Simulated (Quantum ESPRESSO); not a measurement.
# Dipole at the next field: 1T-MnF2, 1 layer

Method. Quantum ESPRESSO 7.5, RPBE, GBRV ultrasoft, PBE files; sawtooth field along the normal with dipole correction, ions clamped, threshold 1e-9 Ry; cell area 9.661 Å².

```tsv
field (V/Å)	dipole (e Å a cell)
0	0.00000
0.1	0.01247
0.2	0.02492
```

To predict: What is the dipole at 0.4 V/Å, and what electrostatic thickness 4πα/A follows from the rows?

By hand: The slope is (0.02492 − (0.00000))/0.2 = 0.1246 e Å²/V, so 4πα/A = 180.95 × 0.1246/9.661 = 2.33 Å. Linear response gives p = 0.00000 + 0.1246 × (0.4) = 0.04984 e Å; a parabola through the three rows gives 0.04976.

**The withheld run.** p = 0.04986 e Å. The line misses by 0.0 % of the induced dipole and the parabola by 0.2 %. The response is linear over this range.

Caveats: Electrons alone respond; local and semilocal functionals tend to overscreen.

[Logs are printed without paths, hosts, clocks, repeated set-up lines and the standing remarks that a program may print on its own settings, such as how far it seeks lower states.]
